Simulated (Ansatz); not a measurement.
## Ca2C (model cell, started as cuprite): following an unstable mode

Aim: this structure of Ca2C (model cell, started as cuprite) is to be tested for unstable modes, and one is followed downhill.

Program: Ansatz 0.2.0. Level of theory: DFT PBEsol, scalar-relativistic, plane waves, PAW. Results are calculated unless marked as measured.

The structure was built from a prototype and need not be the compound's stable phase.

## Step 1: The starting structure

Symmetry: Pn-3m, No. 224, cubic system. The conventional cell has a = 5.492 Å, b = 5.492 Å, c = 5.492 Å, α = 90.00°, β = 90.00°, γ = 90.00°. Nearest to C lie 4 Ca at 2.38 Å. Nearest to Ca lie 2 C at 2.38 Å. Farther neighbours are not listed.

Coordinates:

```cif
data_structure
_symmetry_space_group_name_H-M 'Pn-3m:1'
_symmetry_Int_Tables_number 224
_cell_length_a 5.4922
_cell_length_b 5.4922
_cell_length_c 5.4922
_cell_angle_alpha 90.000
_cell_angle_beta 90.000
_cell_angle_gamma 90.000
_cell_volume 165.66
loop_
_atom_site_label
_atom_site_type_symbol
_atom_site_symmetry_multiplicity
_atom_site_Wyckoff_symbol
_atom_site_fract_x
_atom_site_fract_y
_atom_site_fract_z
_atom_site_occupancy
C1 C 2 a 0.00000 0.00000 0.00000 1
Ca1 Ca 4 b 0.25000 0.25000 0.25000 1
```

## Step 2: Linear response at the zone centre

The cell comes from relaxations at this level that are not shown. The zone centre is the only wavevector solved here; it holds the modes that light can see, as far as symmetry allows. No field response is asked, since the mesh shows no gap.

input.yaml reads:

```yaml
crystal:
  lattice:
    - [5.4921644401, 0.0, 0.0]
    - [0.0, 5.4921644401, 0.0]
    - [0.0, 0.0, 5.4921644401]
  atoms:
    - { symbol: C, position: [0.0, 0.0, 0.0] }
    - { symbol: C, position: [0.5, 0.5, 0.5] }
    - { symbol: Ca, position: [0.25, 0.25, 0.25] }
    - { symbol: Ca, position: [0.75, 0.75, 0.25] }
    - { symbol: Ca, position: [0.75, 0.25, 0.75] }
    - { symbol: Ca, position: [0.25, 0.75, 0.75] }
kpoints:
  mp_grid: { grid: [6, 6, 6] }
hamiltonian:
  xc: pbesol
scf:
  occupations: { method: methfessel_paxton, width: 0.15 }
output:
  eigenvalues: true
phonons:
  method: dfpt
```

The run is started by

```bash
$ ansatz run input.yaml --threads 8 --pin off --max-ram 14336MiB --backend cpu --events-out ev --progress --plain --runs-dir out
```

Numbers of over 12 decimals in the logs are rounded to 6 here.

What it wrote:

```text
Engine: ansatz 0.2.0, aarch64-unknown-linux-gnu
Pseudopotentials: kind: paw
Pseudopotential: C, paw, valence charge 4, recommended cutoff 420 eV (normal), C.paw.azcp
Pseudopotential: Ca, paw, valence charge 10, recommended cutoff 420 eV (normal), Ca.paw.azcp
Functional definition: PBEsol
  exchange = pbesol_x
  correlation = pbesol_c
Crystal: 6 atoms, lattice volume = 165.665 Å³
Basis set: ecut = 420 eV, 3239 PW (Γ), exchange–correlation on 80×80×80 points (8 copies of the dense FFT grid, shifted against one another)
Bands: 30, of which v1, the nominal top of the filled ones, is band 24 counted from 1 (23 counted from 0)
Symmetry: 48 space group operations
k-points: 68 of 216 (irreducible under 2 space group operations, time reversal used)
Non-local potential: C, projectors of the file, l = 0: 2, l = 1: 2, l = 2: 1
Non-local potential: Ca, projectors of the file, l = 0: 3, l = 1: 2, l = 2: 2
PAW form: soft (Blöchl's): semilocal exchange-correlation on the pseudo side does not see the compensation charge
PAW frozen core: C, regenerated for the run's functional, and the local potential with it (the file was generated under x = pbe(κ = 0.804, μ = 0.219515), c = pbe(β = 0.066725))
PAW frozen core: Ca, regenerated for the run's functional, and the local potential with it (the file was generated under x = pbe(κ = 0.804, μ = 0.219515), c = pbe(β = 0.066725))
PAW one-centre angular grid: C, 110 points (default); XC on 64 Gauss nodes
PAW one-centre angular grid: Ca, 110 points (default); XC on 64 Gauss nodes
Initial density: superposition of atomic densities (neutral atoms: chi_scale 0, normalization atom), corrected by the library's trained network
Initial wavefunctions: pseudopotential atomic-orbital guess
Functional: x = pbesol(κ = 0.804, μ = 0.123457), c = pbesol(β = 0.046)
SCF iter   1: F=—  HF=-7664.081245 eV  |F-HF|=—  |Δ(HF+E_count)|=         —  Δρ=3.84e-3  dr2=2.95e-2  ethr=1.77e-3  ⟨swp⟩=8.6  Hψ=9768  notcnv=0
preconditioner: auto → Kerker (q_TF=auto, 2.219 Å⁻¹)  [metal: Δε(μ)=0.035 eV  Ē_g=4.262 eV  σ=0.150 eV  W_gap=0.19  n_scr=26 (ndim 8)  ℏωp=11.5 eV  f_vac=0.000  D(μ)=5.26/eV (n_scr^D=32)]
SCF iter   2: F=—  HF=-7664.076981 eV  |F-HF|=—  |Δ(HF+E_count)|=   4.26e-3  S|Δr|=    0.00e0  Δρ=1.97e-3  dr2=7.42e-3  ethr=6.14e-5  ⟨swp⟩=2.1  Hψ=2799  notcnv=0
SCF iter   3: F=—  HF=-7664.075384 eV  |F-HF|=—  |Δ(HF+E_count)|=   1.60e-3  S|Δr|=    0.00e0  Δρ=4.10e-4  dr2=4.35e-4  ethr=1.55e-5  ⟨swp⟩=3.0  Hψ=3683  notcnv=0
SCF iter   4: F=—  HF=-7664.075311 eV  |F-HF|=—  |Δ(HF+E_count)|=   7.30e-5  S|Δr|=    0.00e0  Δρ=1.05e-4  dr2=2.38e-5  ethr=9.06e-7  ⟨swp⟩=2.0  Hψ=2433  notcnv=0
SCF iter   5: F=—  HF=-7664.075313 eV  |F-HF|=—  |Δ(HF+E_count)|=   2.81e-6  S|Δr|=    0.00e0  Δρ=3.81e-5  dr2=3.81e-6  ethr=4.96e-8  ⟨swp⟩=2.0  Hψ=2568  notcnv=0
SCF iter   6: F=—  HF=-7664.075313 eV  |F-HF|=—  |Δ(HF+E_count)|=   9.66e-9  S|Δr|=    0.00e0  Δρ=1.10e-5  dr2=3.34e-7  ethr=7.94e-9  ⟨swp⟩=2.0  Hψ=2276  notcnv=0
SCF iter   7: F=—  HF=-7664.075313 eV  |F-HF|=—  |Δ(HF+E_count)|=   4.67e-8  S|Δr|=    0.00e0  Δρ=2.69e-6  dr2=1.35e-8  ethr=6.95e-10  ⟨swp⟩=2.0  Hψ=2905  notcnv=0
SCF iter   8: F=—  HF=-7664.075313 eV  |F-HF|=—  |Δ(HF+E_count)|=   4.51e-9  S|Δr|=    0.00e0  Δρ=5.25e-7  dr2=4.95e-10  ethr=2.81e-11  ⟨swp⟩=2.4  Hψ=2682  notcnv=0
SCF iter   9: F=—  HF=-7664.075313 eV  |F-HF|=—  |Δ(HF+E_count)|=  2.47e-10  S|Δr|=    0.00e0  Δρ=1.31e-7  dr2=2.74e-11  ethr=1.03e-12  ⟨swp⟩=3.0  Hψ=3434  notcnv=0
SCF iter  10: F=-7664.075313 eV  HF=-7664.075313 eV  |F-HF|=4.55e-12  |Δ(HF+E_count)|=  1.09e-11  S|Δr|=    0.00e0  Δρ=1.62e-8  dr2=5.44e-13  ethr=1.00e-12  ⟨swp⟩=7.2  Hψ=8730  notcnv=0
SCF 1 converged in 10 iterations: F = -7664.075313 eV  dr2 = 5.44e-13
  greatest PAW one-centre occupation: 0.996 electrons in one spin orbital (limit 2), on the Ca atom at site 4 (counted from 0), in its partial waves of l = 0
DFPT response loops at Γ: preconditioner auto → Kerker (q_TF=auto, 2.219 Å⁻¹) (partly filled bands, converged f_vac=0.000); β = 1.00, the filter's whole step (`scf.mixing.beta` (0.50) is not read by the response loops under this deck's `scf.mixing.preconditioner`; to damp them name `kerker` or `kerker_dos`, under which they read `scf.mixing.beta`, and type it under 1.00, their step now; both keys bind the ground state too); Broyden in place of MSR1
SCF converged after 10 iterations
Stability not checked: this state was not tested for a lower state beside it, because cold or Methfessel-Paxton smearing, or corrected tetrahedra, fill the levels in a way that the test cannot read (fill_not_monotonic; see scf.lower_state_search)
Free energy (F): -7664.075313 eV
Harris-Foulkes:  -7664.075313 eV  (|F-HF|=4.55e-12)
Internal energy: -7664.067025 eV  (E = F + TS)
E sigma→0 (E₀):  -7664.073241 eV
Entropy (-TS):   -0.008288 eV (-1.381 meV/atom)
Fermi energy:    5.326633 eV
--- Per-component energies (eV) ---
  E_band       = -635.462745
  E_kinetic    = 1275.573761
  E_local      = -3558.274104  (includes V_loc(G=0)·N_el)
  E_nonlocal   = 314.268424
  E_hartree    = 1197.914276
  E_xc         = -633.186594
  E_vxc        = -792.613965  (∫ρ·V_xc dr)
  E_paw        = -3535.844497  (= ΣΔE_a)
  E_vpaw       = -270.245367  (= ΣTr[D̂ρ^β])
  E_aug_tail   = -0.000014  (compensation charges beyond the density's cutoff)
  E_ewald      = -2725.035655
  E_core_change = 0.517378  (= ΣΔE_core)
  E_smearing   = -0.008288  (= −TS)
  E_closure    = -0.000000  (closes the sum)
  Σ components = -7664.075313   (vs F -7664.075313, Δ=0.00e0)
--- Band table (eV; the first three rows and the last of 68) ---
  k-point 0: bands = [... 20 lower, 3.4172, 3.4175, 5.7428, 5.7428, 5.7428, 6.5342, 6.5342, 6.8359, ... 2 higher]
  k-point 1: bands = [... 20 lower, 3.5345, 3.5345, 5.4749, 5.4749, 5.5667, 6.5190, 6.5390, 6.7973, ... 2 higher]
  k-point 2: bands = [... 20 lower, 3.8674, 3.8674, 4.9360, 4.9360, 5.4437, 6.0289, 6.5625, 6.7082, ... 2 higher]
  k-point 67: bands = [... 20 lower, 3.5242, 4.3323, 4.3323, 4.3323, 5.9638, 5.9638, 5.9638, 8.3591, ... 2 higher]
--- Phonons (Γ-DFPT): 2 representative perturbations + reference, on 68 of 216 k-points (Σ response iterations 6) ---
  k mesh reduced under 2 symmetry operations, with k and −k counted as one. Each operation leaves every solved perturbation unchanged. A smaller set is not used because it would not reduce the number of displacements times k-points to solve
  ASR residual: 6.697e-6 → 0.000e0 eV/Å²; symmetrization residual: 1.478e-6 eV/Å²
  ASR residual per site (eV/Å²): 6.70e-6 6.70e-6 8.14e-7 8.14e-7 8.14e-7 8.14e-7
  Γ frequencies (cm⁻¹): -155.15 -155.15 -155.15 0.00 0.00 0.00 108.77 108.77 108.77 172.86 172.86 257.00 388.44 388.44 388.44 399.73 399.73 399.73
  non-analytic LO–TO correction: not included (Born effective charges unavailable; polar crystals: no LO–TO splitting at Γ)
```

The job ended after 16 s (8 threads of Arm Neoverse V1, shared host; peak memory 1.5 GiB; 1.9 min of CPU time).

In the SCF lines HF is the Harris–Foulkes energy and dr2 the Hartree energy of the density residual, in eV; the loop may stop once dr2 is under the threshold and the program's other checks hold. Hψ counts applications of the Hamiltonian.

This step gave:

| Item | Value |
| --- | --- |
| volume per atom | 27.61 Å³ |
| gap on the k-mesh | 0 eV |
| sum-rule residual before enforcement | 6.70e-6 eV/Å² |
| point group | m-3m |
| highest optical mode at the zone centre (no LO-TO term) | 399.7 cm⁻¹ |
| lowest optical zone-centre mode | -155.2 cm⁻¹ |

Patterns of degenerate modes are one choice out of their space. The modes at Γ (shares of kinetic energy by element, %) (negative means imaginary):

```tsv
mode	frequency (cm⁻¹)	symmetry	C %	Ca %
1	-155.2	T1u	30	70
2	-155.2	T1u	30	70
3	-155.2	T1u	30	70
4	0.0	acoustic	13	87
5	0.0	acoustic	13	87
6	0.0	acoustic	13	87
7	108.8	T2u	0	100
8	108.8	T2u	0	100
9	108.8	T2u	0	100
10	172.9	Eu	0	100
11	172.9	Eu	0	100
12	257.0	A2u	0	100
13	388.4	T2g	100	0
14	388.4	T2g	100	0
15	388.4	T2g	100	0
16	399.7	T1u	57	43
17	399.7	T1u	57	43
18	399.7	T1u	57	43
```

Displacements in mode 3 (-155.2 cm⁻¹), the largest set to 1:
```
C1   0.08 -0.31  1.00
C2   0.08 -0.31  1.00
Ca3  0.27  0.48 -0.25
Ca4 -0.54 -0.33 -0.05
Ca5  0.52 -0.39  0.01
Ca6 -0.29  0.42 -0.31
```

Displacements in mode 16 (399.7 cm⁻¹), the largest set to 1:
```
C1   0.00  0.28  1.00
C2   0.00  0.28  1.00
Ca3 -0.27 -0.25 -0.21
Ca4  0.15  0.17 -0.09
Ca5 -0.15  0.17 -0.09
Ca6  0.27 -0.25 -0.21
```

Before it was imposed, the acoustic sum rule was missed by 6.7e-6 eV/Å². Small misses are needed for a sound result but don't prove that mesh and cutoff are converged. The lowest optical mode is imaginary, 155.2i cm⁻¹, so the energy falls along it.

## Step 3: The mode frozen in, largest atomic shift 0 Å

The mode followed lies at Γ with frequency 155.1i cm⁻¹ and is 3-fold degenerate, the softest among the wavevectors solved. At small amplitude the distorted cell has space group no. 102 by a symmetry search on the positions. The undistorted cell that holds it gives the zero of energy on the same k mesh.

Changes to input.yaml since step 2:

```diff
@@ -19,4 +19,4 @@
 output:
+  forces: true
+  stress: true
   eigenvalues: true
-phonons:
-  method: dfpt
```

What it wrote:

```text
[...]
Crystal: 6 atoms, lattice volume = 165.665 Å³
Basis set: ecut = 420 eV, 3239 PW (Γ), exchange–correlation on 80×80×80 points (8 copies of the dense FFT grid, shifted against one another)
Bands: 30, of which v1, the nominal top of the filled ones, is band 24 counted from 1 (23 counted from 0)
Symmetry: 48 space group operations
[...]
k-points: 20 of 216
[...]
k-point 0: bands = [... 20 lower, 3.4172, 3.4175, 5.7428, 5.7428, 5.7428, 6.5342, 6.5342, 6.8359, ... 2 higher]
  k-point 1: bands = [... 20 lower, 3.5344, 3.5344, 5.4748, 5.4748, 5.5667, 6.5190, 6.5390, 6.7973, ... 2 higher]
  k-point 2: bands = [... 20 lower, 3.8674, 3.8674, 4.9360, 4.9360, 5.4437, 6.0288, 6.5624, 6.7082, ... 2 higher]
  k-point 19: bands = [... 20 lower, 3.5242, 4.3323, 4.3323, 4.3323, 5.9638, 5.9638, 5.9638, 8.3591, ... 2 higher]
[key lines of the parts left out:]
SCF converged after 7 iterations
Free energy (F): -7664.075313 eV
Fermi energy:    5.326617 eV
P = ⅓ Tr σ = 0.0018 GPa (0.018 kbar)
```

The job ended after 0.96 s (8 threads; peak memory 0.56 GiB).

This step gave:

* pressure: 0.001820 GPa
* energy from the undistorted cell: 0 meV/atom

The run ends at a pressure of 0.00 GPa.

## Step 4: The mode frozen in, largest atomic shift 0.45 Å

The atoms are moved along the unstable eigenvector, the largest shift by 0.45 Å, with the cell fixed.

input.yaml, the sections that differ from step 3:

```yaml
crystal:
  lattice:
    - [5.4921644401, 0.0, 0.0]
    - [0.0, 5.4921644401, 0.0]
    - [0.0, 0.0, 5.4921644401]
  atoms:
    - { symbol: C, position: [-0.0819349102, 0.0, 0.0] }
    - { symbol: C, position: [0.4180650898, 0.5, 0.5] }
    - { symbol: Ca, position: [0.2622775613, 0.216841052, 0.216841052] }
    - { symbol: Ca, position: [0.7622775613, 0.716841052, 0.283158948] }
    - { symbol: Ca, position: [0.7622775613, 0.283158948, 0.716841052] }
    - { symbol: Ca, position: [0.2622775613, 0.783158948, 0.783158948] }
# kpoints, hamiltonian, scf, output: as in step 3
```

What it wrote:

```text
[...]
Crystal: 6 atoms, lattice volume = 165.665 Å³
Basis set: ecut = 420 eV, 3239 PW (Γ), exchange–correlation on 80×80×80 points (8 copies of the dense FFT grid, shifted against one another)
Bands: 30, of which v1, the nominal top of the filled ones, is band 24 counted from 1 (23 counted from 0)
Symmetry: 8 space group operations
[...]
k-points: 40 of 216 (time reversal used)
[...]
k-point 0: bands = [... 20 lower, 3.6298, 3.7950, 4.9957, 5.2801, 5.2801, 6.5363, 6.6654, 6.7341, ... 2 higher]
  k-point 1: bands = [... 20 lower, 3.7913, 3.9527, 4.6954, 5.1658, 5.5641, 6.5793, 6.6943, 6.8085, ... 2 higher]
  k-point 2: bands = [... 20 lower, 4.1089, 4.1416, 4.4197, 4.8809, 5.8276, 6.4548, 6.6680, 6.9312, ... 2 higher]
  k-point 39: bands = [... 20 lower, 3.7607, 4.0701, 4.2500, 4.2500, 6.1473, 6.1473, 6.4524, 7.4857, ... 2 higher]
[key lines of the parts left out:]
SCF converged after 7 iterations
Free energy (F): -7664.316010 eV
Fermi energy:    5.206175 eV
P = ⅓ Tr σ = -2.1730 GPa (-21.730 kbar)
```

It took 2.5 s on 8 threads; peak memory 0.55 GiB.

This step gave:

```
pressure                         : -2.173 GPa
energy from the undistorted cell : -40.78 meV/atom
```

The energy, extrapolated to zero smearing, is -40.78 meV/atom against the undistorted cell.

The run ends at a pressure of -2.17 GPa, with forces up to 0.25 eV/Å.

## Step 5: Energy along the mode, all amplitudes (two of the runs are shown above)

An imaginary frequency means negative curvature, so the energy should fall and then rise again as anharmonic terms take over.

This step gave:

```yaml
depth_at_the_lowest_point_sampled: 40.78 meV/atom
largest_atomic_shift_at_that_point: 0.45 Å
```

Energy from the parent against largest atomic shift:

```tsv
largest atomic shift (Å)	energy from the parent (meV/atom)
0.000	0
0.040	-0.987
0.080	-3.74
0.140	-10.3
0.220	-20.8
0.320	-32.8
0.450	-40.8
0.600	-33.5
```

Displacement at unit largest shift by atom:

```tsv
atom	x (Å)	y (Å)	z (Å)	size
C1	-1.00	0.00	0.00	1.00
C2	-1.00	0.00	0.00	1.00
Ca3	0.15	-0.41	-0.41	0.59
Ca4	0.15	-0.41	0.41	0.59
Ca5	0.15	0.41	-0.41	0.59
Ca6	0.15	0.41	0.41	0.59
```

The lowest of the steps tried is at 0.45 Å, 40.8 meV/atom below the parent; the bottom of the well need not coincide with a step.

(Continued in part 2 of 2.)

[Logs are printed without paths, hosts, clocks, repeated set-up lines and the standing remarks that a program may print on its own settings, such as how far it seeks lower states.]

[Hosts, paths, dates, database ids (printed as entryN), source tags and the programs' standing remarks are cut or masked in the printed files.]
